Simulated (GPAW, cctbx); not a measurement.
# By hand: from a DFT structure factor to an extinction distance in KNa3Cl4

KNa3Cl4, Pm-3m (no. 221), a = 5.9147 Å, b = 5.9147 Å, c = 5.9147 Å, α = 90.00°, β = 90.00°, γ = 90.00°.

| atom | mult. | x | y | z |
| --- | --- | --- | --- | --- |
| K1 | 1 | 0 | 0 | 0 |
| Cl1 | 3 | 1/2 | 0 | 0 |
| Cl2 | 1 | 1/2 | 1/2 | 1/2 |
| Na1 | 3 | 0 | 1/2 | 1/2 |

The cell is our own: ordered rocksalt alloy in the eight-atom cube, 1 of 4 Na sites given to K.

A DFT run (GPAW, PBE, 600 eV, 4×4×4 k-points, Fermi–Dirac width 0.02 eV) gives the static X-ray structure factor of 111 as 13.191 e for the conventional cell; superposed free atoms give 12.326 e. **Problem.** Find the Fourier component V of the crystal potential and the two-beam extinction distance at 300 kV in both cases.

**1. Geometry**

The cell volume is Ω = 206.92 Å³ and d(111) = 3.4149 Å, so g = 1/d = 0.2928 Å⁻¹.

**2. The nuclei**

Electrons feel nuclei as well as electrons, so the nuclear charges are summed with the same phases.

Phase sums Σ exp(2πi h·x), turned so that the total is real and positive: K -1.000, Cl +4.000, Na -3.000. Then F_Z = 19 × (-1.000) + 17 × (+4.000) + 11 × (-3.000) = 16.00 e. The electron term has the same sign for this reflection.

**3. Mott–Bethe**

Poisson's equation, term by term, gives V = (e/4πε₀)(F_Z − F)/(πΩg²), with e/4πε₀ = 14.3996 V Å.

The prefactor is 14.3996 × 3.4149²/(π × 206.92) = 0.25832 V per electron. Free atoms: (16.00 − 12.326) × 0.25832 = 0.949 V. Crystal: (16.00 − 13.191) × 0.25832 = 0.726 V. F changes by +7.02 % and V by -23.5 %: the same 0.87 e is measured against F_Z − F = 3.7 e in place of F = 12.3 e.

**4. Extinction distance**

In the two-beam case ξ = 1/(λU) with U = 2γm₀eV/h², that is ξ = 150.41 V Å²/(γλV).

At 300 kV, λ = 0.01969 Å and γ = 1.5871. Free atoms: ξ = 5072 Å. Crystal: ξ = 6634 Å. The thickness fringes go as sin²(πt/ξ), so the two patterns slip by a quarter of a period when t|1/ξ₁ − 1/ξ₀| = 1/4, at t ≈ 539 nm. Thermal motion, absorption and many-beam coupling, left out here, change a real pattern.

**5. Answer**

V(111) is 0.73 V against 0.95 V, and ξ is 6634 against 5072 Å. Limits: static atoms, two beams.
